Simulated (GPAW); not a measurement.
**WSe2 (P6_3/mmc): G0W0 with GPAW, start to end**

Wanted: ground state, empty states, screening and self-energy for WSe2 (P6_3/mmc).

Method: PBE and many-body steps on it, plane waves, in GPAW 26.7.0.

The database entry behind the starting cell differs from later determinations by our own check (a about 0.2 % long), so it need not match the best structure at ambient conditions.

### Step 1. Set-up

Symmetry: P6_3/mmc, No. 194, hexagonal system. Conventional cell: a = 3.290 Å, b = 3.290 Å, c = 12.970 Å, α = 90.00°, β = 90.00°, γ = 120.00°. Nearest to W lie 6 Se at 2.53 Å. Nearest to Se lie 3 W at 2.53 Å. Farther neighbours and most contacts between anions are not listed.

The cell and positions come from the Crystallography Open Database and are kept as given unless a step says otherwise. Spin-orbit coupling is left out unless a step names it.

### Step 2. Ground state

This step: GPAW 26.7.0; DFT, PBE, plane waves, PAW.

The ground-state density comes first.

The input, run.py:

```python
import json
import numpy as np
from gpaw.mpi import world
from ase import Atoms
from gpaw import GPAW, PW, FermiDirac

atoms = Atoms(['W', 'W', 'Se', 'Se', 'Se', 'Se'],
    cell=[[3.2900000000, 0.0000000000, 0.0000000000],
      [-1.6450000000, 2.8492235785, 0.0000000000],
      [0.0000000000, 0.0000000000, 12.9700000000]],
    scaled_positions=[[0.3333333333, 0.6666666667, 0.2500000000],
      [0.6666666667, 0.3333333333, 0.7500000000],
      [0.3333333333, 0.6666666667, 0.6210000000],
      [0.6666666667, 0.3333333333, 0.1210000000],
      [0.3333333333, 0.6666666667, 0.8790000000],
      [0.6666666667, 0.3333333333, 0.3790000000]],
    pbc=(True, True, True))
calc = GPAW(mode=PW(450),
    xc='PBE',
    kpts={'size': (9, 9, 2), 'gamma': True},
    occupations=FermiDirac(0.001),
    nbands=-9,
    convergence={'density': 1e-6, 'bands': -3},
    maxiter=100,
    txt='gs.txt')
atoms.calc = calc
res = {'energy': atoms.get_potential_energy()}
kpts = calc.get_ibz_k_points()
res['kpts'] = kpts
res['eigenvalues'] = [calc.get_eigenvalues(kpt=k) for k in range(len(kpts))]
res['n_electrons'] = calc.get_number_of_electrons()
calc.write('gs.gpw')

if world.rank == 0:
    with open('result.json', 'w') as f:
        json.dump(res, f, default=lambda x: x.tolist())
```

On the command line:

```sh
> mpirun -n 8 gpaw python run.py
```

Numbers of over 12 decimals in the logs are rounded to 6 here.

Output:

```text
__  _  _
 | _ |_)|_||  |
 |__||  | ||/\| - 26.7.0

Input parameters:
  mode=PW(ecut=450.000000),
  convergence={'density': 1e-06, 'bands': -3},
  kpts=MonkhorstPack(size=(9, 9, 2), gamma=True),
  maxiter=100,
  nbands=-9,
  occupations=Occupations(name='fermi-dirac', width=0.001, fixmagmom=False),
  xc=XC(name='PBE')
  [... matrices ...]
Diagonalizing LCAO Hamiltonian
Converting LCAO to pw mode

        Se

           W

        Se

           Se

        W

           Se

Atoms  # Å, Bohr magnetons
|   | symbol |         x |        y |         z |    initial magnetic moments |
| 0 |      W | -0.000000 | 1.899482 |  3.242500 | ( 0.0000,  0.0000,  0.0000) |
| 1 |      W |  1.645000 | 0.949741 |  9.727500 | ( 0.0000,  0.0000,  0.0000) |
| 2 |     Se | -0.000000 | 1.899482 |  8.054370 | ( 0.0000,  0.0000,  0.0000) |
| 3 |     Se |  1.645000 | 0.949741 |  1.569370 | ( 0.0000,  0.0000,  0.0000) |
| 4 |     Se | -0.000000 | 1.899482 | 11.400630 | ( 0.0000,  0.0000,  0.0000) |
| 5 |     Se |  1.645000 | 0.949741 |  4.915630 | ( 0.0000,  0.0000,  0.0000) |

Unit cell  # Å
| periodic |         x |        y |         z |   lengths |     angles |
|      yes |  3.290000 | 0.000000 |  0.000000 |  3.290000 |  90.000000 |
|      yes | -1.645000 | 2.849224 |  0.000000 |  3.290000 |  90.000000 |
|      yes |  0.000000 | 0.000000 | 12.970000 | 12.970000 | 120.000000 |

Number of symmetries: 12
Symmetry operations  # r_c * U_cc + t_c -> r_c
|    | kind |            matrix            |
|  0 |  σ   |  1, 1, 0,  0,-1, 0,  0, 0, 1 |
|  1 |  S6  |  1, 1, 0, -1, 0, 0,  0, 0,-1 |
|  2 |  E   |  1, 0, 0,  0, 1, 0,  0, 0, 1 |
|  3 |  C2  |  1, 0, 0, -1,-1, 0,  0, 0,-1 |
|  4 |  C2  |  0, 1, 0,  1, 0, 0,  0, 0,-1 |
|  5 |  C3  |  0, 1, 0, -1,-1, 0,  0, 0, 1 |
|  6 |  S6  |  0,-1, 0,  1, 1, 0,  0, 0,-1 |
|  7 |  σ   |  0,-1, 0, -1, 0, 0,  0, 0, 1 |
|  8 |  σ   | -1, 0, 0,  1, 1, 0,  0, 0, 1 |
|  9 |  i   | -1, 0, 0,  0,-1, 0,  0, 0,-1 |
| 10 |  C3  | -1,-1, 0,  1, 0, 0,  0, 0, 1 |
| 11 |  C2  | -1,-1, 0,  0, 1, 0,  0, 0,-1 |

BZ-sampling:
  Number of BZ points: 162
  Number of IBZ points: 24

  Monkhorst-Pack size: [9, 9, 2]
  Monkhorst-Pack shift: [0.0, 0.0, 0.25]

K-points  # in reciprocal-cell coordinates
|     |                                coordinates |     weight |
|   0 | (  0.00000000,   0.00000000,   0.00000000) | 0.00617284 |
|   1 | (  0.00000000,   0.00000000,   0.50000000) | 0.00617284 |
|   2 | (  0.11111111,   0.00000000,   0.00000000) | 0.03703704 |
|   3 | (  0.11111111,   0.00000000,   0.50000000) | 0.03703704 |
|   4 | (  0.22222222,  -0.11111111,   0.00000000) | 0.03703704 |
|   5 | (  0.22222222,  -0.11111111,   0.50000000) | 0.03703704 |
|   6 | (  0.22222222,   0.00000000,   0.00000000) | 0.03703704 |
|   7 | (  0.22222222,   0.00000000,   0.50000000) | 0.03703704 |
|   8 | (  0.33333333,  -0.11111111,   0.00000000) | 0.07407407 |
|   9 | (  0.33333333,  -0.11111111,   0.50000000) | 0.07407407 |
| ... |                                            |            |
|  23 | (  0.44444444,   0.44444444,   0.50000000) | 0.03703704 |

Plane wave coefficients: 2651
Cutoff: 450.000000 eV

Spin-components: 1 (collinear spins)
Bands:           35
Projectors:      32
Spin-degeneracy: 2
Datatype:        complex128

  Storage: CPU
  Wave functions: 35_441_280 bytes (4_430_160 per core)
  Projectors: 26_327_808 bytes (3_290_976 per core)
  [... matrices ...]
Parallelization:
  kpt:    8
  domain: 1
  band:   1

Density:
  Valence electrons: 52.0
  Components: 1
  Grid points: [18 18 64]
  Charge: 0.0  # |e|

Potential:
  Grid points: [18 18 64]

species:
  W:
    name:    Tungsten
    Z:       74.0
    valence: 14
    core:    60
    charge:  0.0  # [|e|]
    compensation charges:
      type: gauss
      rc: 0.40  # [Å]
      lmax: 2
    cutoffs:
      filter: 2.36  # [Å]
      core: 3.02  # [Å]
    projectors
    | kind |    occ | energy [eV] | rcut [Å] |
    |   5s |  2.000 |     -78.830 |    1.344 |
    |   6s |  2.000 |      -5.697 |    1.344 |
    |   5p |  6.000 |     -43.233 |    1.355 |
    |   6p |  0.000 |      -1.367 |    1.355 |
    |   5d |  4.000 |      -4.494 |    1.228 |
    |    d |        |      22.717 |    1.228 |

    Using partial waves for W as LCAO basis

  Se:
    name:    Selenium
    Z:       34.0
    valence: 6
    core:    28
    charge:  0.0  # [|e|]
    compensation charges:
      type: gauss
      rc: 0.27  # [Å]
      lmax: 2
    cutoffs:
      filter: 1.77  # [Å]
      core: 2.67  # [Å]
    projectors
    | kind |    occ | energy [eV] | rcut [Å] |
    |   4s |  2.000 |     -17.277 |    0.847 |
    |   4p |  4.000 |      -6.512 |    1.005 |
    |    s |        |       9.935 |    0.847 |
    |    p |        |      20.699 |    1.005 |
    |    d |        |       0.000 |    0.847 |

    Using partial waves for Se as LCAO basis

Reference energy: -1141957.471832  # eV

eigensolver:
  PPCG
  Converge bands: -3
  niter=2

density mixing:
  MSR1-Mixer
  Pratt-step length: 0.05
  Maximum mixing coefficient: 0.75
  Old densities: 10
  SVD Regularization: 0.005
  Good broyden scale: 1.0
  Trust region scale: 1.0
  Backstep threshold: 4.0
  History deletion threshold: 6.0
  Fourier metric: weight=20.0, sigma=0.015

occupation numbers:
  Fermi-Dirac:
    width: 0.0010  # eV

poisson solver:
  ecut: 3600.000000  # eV

xc functional:
  name: PBE with 2 nearest neighbor stencil

Initialization done in: 2.296 s

convergence criteria:
- Maximum integral of absolute [dens]ity change: 1e-06 electrons / valence electron
- Maximum [total energy] change in last 3 cyles: 0.0005 eV / valence electron
- Maximum integral of absolute [eigenst]ate change: 4e-08 eV^2 / valence electron
maximum number of iterations: 100

SCF iterations
|iter     |     time |      energy | eigst |  dens |
|iter:   1|  |  -40.732693 | +0.33 |       |
|iter:   2|  |  -40.700659 | -1.35 | -1.24 |
|iter:   3|  |  -41.316700 | -0.93 | -1.26 |
|iter:   4|  |  -40.796320 | -0.42 | -1.26 |
|iter:   5|  |  -40.349874 | -1.38 | -1.38 |
|iter:   6|  |  -40.354430 | -3.17 | -2.03 |
|iter:   7|  |  -40.354146c| -4.26 | -2.85 |
|iter:   8|  |  -40.354163c| -5.56 | -3.46 |
|iter:   9|  |  -40.354164c| -6.74 | -4.12 |
|iter:  10|  |  -40.354164c| -7.36 | -4.95 |
|iter:  11|  |  -40.354164c| -7.48c| -4.95 |
|iter:  12|  |  -40.354164c| -7.65c| -5.25 |
|iter:  13|  |  -40.354164c| -8.66c| -6.13c|

Converged in 13 steps
SCF loop duration: 12.334 s (0.949 s/step)
Energy contributions relative to reference atoms: (reference = -1141957.471832)
  [... matrices ...]
Energy contributions:
  Kinetic:          48.231141
  Coulomb:         -48.544298
  Zero:             -0.236942
  External:          0.000000
  Xc:              -39.804064
  Entropy:          -0.000000
  Spinorbit:         0.000000
  ----------------------------
  Free energy:     -40.354164
  Extrapolated:    -40.354164

dipole moment: (0.000028, 0.000048, 0.000217)  # |e|*Ang

Fermi level: 9.360
Eigenvalues  # (at kpt = [0.000, 0.000, 0.000])
| band index |      eig [eV] | occ [0-2] |
|          0 |       -65.414 |     2.000 |
|        ... |               |           |
|         18 |         6.046 |     2.000 |
|         19 |         7.155 |     2.000 |
|         20 |         7.155 |     2.000 |
|         21 |         7.210 |     2.000 |
|         22 |         7.210 |     2.000 |
|         23 |         7.602 |     2.000 |
|         24 |         7.640 |     2.000 |
|         25 |         8.714 |     2.000 |
|         26 |        11.344 |     0.000 |
[...]
|         30 |        11.438 |     0.000 |
|         31 |        11.438 |     0.000 |
|         32 |        11.647 |     0.000 |
|         33 |        11.647 |     0.000 |
|         34 |        13.214 |     0.000 |

Gap: 1.062 eV
Transition (v -> c):
  (s=0, k=0, n=25, [0.00, 0.00, 0.00]) -> (s=0, k=8, n=26, [0.33, -0.11, 0.00])
Direct/indirect transitions are different
Direct gap: 1.524 eV
Transition at: (s=0, k=12, n=25, [0.33, 0.33, 0.00])
# Writing to gs.gpw (mode='')
  [... matrices ...]
```

Run time: 17 s. Hardware: 8 MPI ranks of Arm Neoverse N1, shared host; peak memory 1.5 GiB; 2.3 min of CPU time.

Numbers from this step:

| Quantity | Value |
| --- | --- |
| total energy | -40.35 eV |
| gap | 1.062 eV |
| k of the valence top | 0, 0, 0 |
| k of the conduction bottom | 0.3333, -0.1111, 0 |
| least direct gap | 1.524 eV |

The gap is indirect, with the least direct gap 0.46 eV higher.

### Step 3. Bands along the symmetry lines

Levels along a band path, at the cheap level, show where the edges lie and whether the meshes to come will hold them.

The input, run.py:

```python
import json
import numpy as np
from gpaw.mpi import world
from gpaw import GPAW

path = [[0.000000, 0.000000, 0.000000],
    [0.062500, 0.000000, 0.000000],
    [0.125000, 0.000000, 0.000000],
    [0.187500, 0.000000, 0.000000],
    [0.250000, 0.000000, 0.000000],
    [0.312500, 0.000000, 0.000000],
    [0.375000, 0.000000, 0.000000],
    [0.437500, 0.000000, 0.000000],
    [0.500000, 0.000000, 0.000000],
    [0.479167, 0.041667, 0.000000],
    [0.458333, 0.083333, 0.000000],
    [0.437500, 0.125000, 0.000000],
    [0.416667, 0.166667, 0.000000],
    [0.395833, 0.208333, 0.000000],
    [0.375000, 0.250000, 0.000000],
    [0.354167, 0.291667, 0.000000],
    [0.333333, 0.333333, 0.000000],
    [0.291667, 0.291667, 0.000000],
    [0.250000, 0.250000, 0.000000],
    [0.208333, 0.208333, 0.000000],
    [0.166667, 0.166667, 0.000000],
    [0.125000, 0.125000, 0.000000],
    [0.083333, 0.083333, 0.000000],
    [0.041667, 0.041667, 0.000000],
    [0.000000, 0.000000, 0.000000],
    [0.000000, 0.000000, 0.062500],
    [0.000000, 0.000000, 0.125000],
    [0.000000, 0.000000, 0.187500],
    [0.000000, 0.000000, 0.250000],
    [0.000000, 0.000000, 0.312500],
    [0.000000, 0.000000, 0.375000],
    [0.000000, 0.000000, 0.437500],
    [0.000000, 0.000000, 0.500000],
    [0.062500, 0.000000, 0.500000],
    [0.125000, 0.000000, 0.500000],
    [0.187500, 0.000000, 0.500000],
    [0.250000, 0.000000, 0.500000],
    [0.312500, 0.000000, 0.500000],
    [0.375000, 0.000000, 0.500000],
    [0.437500, 0.000000, 0.500000],
    [0.500000, 0.000000, 0.500000],
    [0.479167, 0.041667, 0.500000],
    [0.458333, 0.083333, 0.500000],
    [0.437500, 0.125000, 0.500000],
    [0.416667, 0.166667, 0.500000],
    [0.395833, 0.208333, 0.500000],
    [0.375000, 0.250000, 0.500000],
    [0.354167, 0.291667, 0.500000],
    [0.333333, 0.333333, 0.500000],
    [0.291667, 0.291667, 0.500000],
    [0.250000, 0.250000, 0.500000],
    [0.208333, 0.208333, 0.500000],
    [0.166667, 0.166667, 0.500000],
    [0.125000, 0.125000, 0.500000],
    [0.083333, 0.083333, 0.500000],
    [0.041667, 0.041667, 0.500000],
    [0.000000, 0.000000, 0.500000],
    [0.500000, 0.000000, 0.500000],
    [0.500000, 0.000000, 0.437500],
    [0.500000, 0.000000, 0.375000],
    [0.500000, 0.000000, 0.312500],
    [0.500000, 0.000000, 0.250000],
    [0.500000, 0.000000, 0.187500],
    [0.500000, 0.000000, 0.125000],
    [0.500000, 0.000000, 0.062500],
    [0.500000, 0.000000, 0.000000],
    [0.333333, 0.333333, 0.500000],
    [0.333333, 0.333333, 0.437500],
    [0.333333, 0.333333, 0.375000],
    [0.333333, 0.333333, 0.312500],
    [0.333333, 0.333333, 0.250000],
    [0.333333, 0.333333, 0.187500],
    [0.333333, 0.333333, 0.125000],
    [0.333333, 0.333333, 0.062500],
    [0.333333, 0.333333, 0.000000]]
calc = GPAW('gs.gpw').fixed_density(kpts=path,
    symmetry='off',
    nbands=36,
    convergence={'bands': 32},
    txt='bands.txt')
res = {}
kpts = calc.get_ibz_k_points()
res['kpts'] = kpts
res['eigenvalues'] = [calc.get_eigenvalues(kpt=k) for k in range(len(kpts))]
res['n_electrons'] = calc.get_number_of_electrons()

if world.rank == 0:
    with open('result.json', 'w') as f:
        json.dump(res, f, default=lambda x: x.tolist())
```

On the command line:

```sh
> mpirun -n 8 gpaw python run.py
```

Output:

```text
Diagonalizing LCAO Hamiltonian
Converting LCAO to pw mode
convergence criteria:
- Maximum integral of absolute [eigenst]ate change: 4e-08 eV^2 / valence electron
maximum number of iterations: 100

SCF iterations
|iter     |     time |      energy | eigst |  dens |
|iter:   1|  |             | +0.13 |       |
|iter:   2|  |             | -1.42 |       |
|iter:   3|  |             | -2.64 |       |
[...]
|iter:   7|  |             | -6.53 |       |
|iter:   8|  |             | -7.33 |       |
|iter:   9|  |             | -7.93c|       |
SCF steps: 9
  __  _  _
 | _ |_)|_||  |
 |__||  | ||/\| - 26.7.0

Input parameters:
  mode=PW(ecut=450.000000),
  convergence={'bands': 32},
  gpts=array([18, 18, 64]),
  kpts=KPoints(kpts=array([[0.      , 0.      , 0.      ],
         [0.0625  , 0.      , 0.      ],
         [0.125   , 0.      , 0.      ],
         [0.1875  , 0.      , 0.      ],
[...]
[0.479167, 0.041667, 0.      ],
         [0.458333, 0.083333, 0.      ],
[...]
[0.416667, 0.166667, 0.      ],
[...]
[0.5     , 0.      , 0.0625  ],
         [0.5     , 0.      , 0.      ],
[...]
[0.333333, 0.333333, 0.125   ],
         [0.333333, 0.333333, 0.0625  ],
         [0.333333, 0.333333, 0.      ]])),
  maxiter=100,
  nbands=36,
  occupations=Occupations(name='fermi-dirac', width=0.001, fixmagmom=False),
  parallel={},
  symmetry=Symmetry(point_group=False, time_reversal=False),
  xc=XC(name='PBE')
  [... matrices ...]
timing:  # [seconds]
  Total: 0.052  # ━━━━━━━━━━━━━━━━━━━━━━━━━━━━━━━━━━━━━━━━━━━━━━━━━━━━━━━━━━━
```

Run time: 29 s. Hardware: 8 MPI ranks; peak memory 1.7 GiB.

Numbers from this step:

```
gap                        : 0.9662 eV
k of the valence top       : 0, 0, 0
k of the conduction bottom : 0.1667, 0.1667, 0
least direct gap           : 1.524 eV
```

The gap is 0.966 eV, −0.095 eV from the run before at this level.

The electronic bands at the labelled points (eV, zero at the top of the highest filled band):

```tsv
point	band 23	band 24	band 25	band 26	band 27	band 28	band 29	band 30
Γ	-1.50	-1.11	-1.07	0.00	2.63	2.63	2.68	2.68
halfway	-1.87	-1.52	-1.35	-1.23	1.32	1.98	2.23	2.25
M	-1.44	-1.37	-1.28	-1.13	2.11	2.15	2.30	2.64
halfway	-2.64	-2.26	-0.86	-0.58	1.83	1.94	2.53	2.62
K	-2.55	-2.55	-0.45	-0.21	1.31	1.31	1.89	3.07
halfway	-1.71	-1.49	-1.15	-1.11	0.97	1.85	2.02	2.04
Γ	-1.50	-1.11	-1.07	0.00	2.63	2.63	2.68	2.68
halfway	-1.51	-1.51	-0.55	-0.05	2.63	2.63	2.65	2.65
A	-1.53	-1.53	-0.22	-0.22	2.64	2.64	2.64	2.64
halfway	-1.91	-1.91	-1.24	-1.24	1.72	1.72	2.09	2.09
L	-1.35	-1.35	-1.25	-1.25	2.13	2.13	2.50	2.50
halfway	-2.54	-2.54	-0.71	-0.71	1.89	1.89	2.63	2.63
H	-2.73	-2.73	-0.35	-0.35	1.31	1.31	2.43	2.43
halfway	-1.67	-1.67	-1.12	-1.12	1.36	1.36	2.14	2.14
A	-1.53	-1.53	-0.22	-0.22	2.64	2.64	2.64	2.64
jump to L	-1.35	-1.35	-1.25	-1.25	2.13	2.13	2.50	2.50
halfway	-1.41	-1.34	-1.30	-1.16	2.12	2.15	2.36	2.60
M	-1.44	-1.37	-1.28	-1.13	2.11	2.15	2.30	2.64
jump to H	-2.73	-2.73	-0.35	-0.35	1.31	1.31	2.43	2.43
halfway	-2.63	-2.63	-0.43	-0.26	1.31	1.31	2.04	2.88
K	-2.55	-2.55	-0.45	-0.21	1.31	1.31	1.89	3.07
```

### Step 4. Empty states on the mesh, 6×6×1 mesh, 171 bands

The sums over transitions need many empty states on a uniform mesh; this step solves for them.

The input, run.py:

```python
import json
import numpy as np
from gpaw.mpi import world
from gpaw import GPAW

calc = GPAW('gs.gpw').fixed_density(kpts={'size': (6, 6, 1), 'gamma': True},
    nbands=199,
    convergence={'bands': 171},
    txt='nscf.txt')
calc.write('full.gpw', mode='all')
res = {}
kpts = calc.get_ibz_k_points()
res['kpts'] = kpts
res['eigenvalues'] = [calc.get_eigenvalues(kpt=k) for k in range(len(kpts))]
res['n_electrons'] = calc.get_number_of_electrons()

if world.rank == 0:
    with open('result.json', 'w') as f:
        json.dump(res, f, default=lambda x: x.tolist())
```

On the command line:

```sh
> mpirun -n 8 gpaw python run.py
```

Output:

```text
Diagonalizing LCAO Hamiltonian
Converting LCAO to pw mode
convergence criteria:
- Maximum integral of absolute [eigenst]ate change: 4e-08 eV^2 / valence electron
maximum number of iterations: 100

SCF iterations
|iter     |     time |      energy | eigst |  dens |
|iter:   1|  |             | +3.89 |       |
|iter:   2|  |             | +2.71 |       |
|iter:   3|  |             | +1.59 |       |
[...]
|iter:  12|  |             | -6.29 |       |
|iter:  13|  |             | -7.10 |       |
|iter:  14|  |             | -7.43c|       |
SCF steps: 14
  __  _  _
 | _ |_)|_||  |
 |__||  | ||/\| - 26.7.0

Input parameters:
  mode=PW(ecut=450.000000),
  convergence={'bands': 171},
  gpts=array([18, 18, 64]),
  kpts=MonkhorstPack(size=(6, 6, 1), gamma=True),
  maxiter=100,
  nbands=199,
  occupations=Occupations(name='fermi-dirac', width=0.001, fixmagmom=False),
  parallel={},
  xc=XC(name='PBE')
# Writing to full.gpw (mode='all')
  [... matrices ...]

timing:  # [seconds]
  Total: 0.101  # ━━━━━━━━━━━━━━━━━━━━━━━━━━━━━━━━━━━━━━━━━━━━━━━━━━━━━━━━━━━
```

Wall time 38 s (8 MPI ranks); peak memory 1.5 GiB; 5 min of CPU time.

Numbers from this step:

| Property | Result |
| --- | --- |
| gap | 0.9662 eV |
| k of the valence top | 0, 0, 0 |
| k of the conduction bottom | 0.3333, -0.1667, 0 |
| least direct gap | 1.524 eV |
| k points computed | 7 |
| lowest point of the top converged band, above the valence top | 55.5741 eV |

On this mesh the gap is 0.966 eV.

(Part 1 of 2 ends here.)

[Paths, hosts, dates, memory and timing lines, banners, echoed tables and standing remarks are left out of the program output.]

[Logs are printed without paths, hosts, clocks, repeated set-up lines and the standing remarks that a program may print on its own settings, such as how far it seeks lower states.]

[Runs of the session that timed out or met a known fault of the program may be left out.]

[Hosts, paths, dates, database ids (printed as entryN), source tags and the programs' standing remarks are cut or masked in the printed files.]
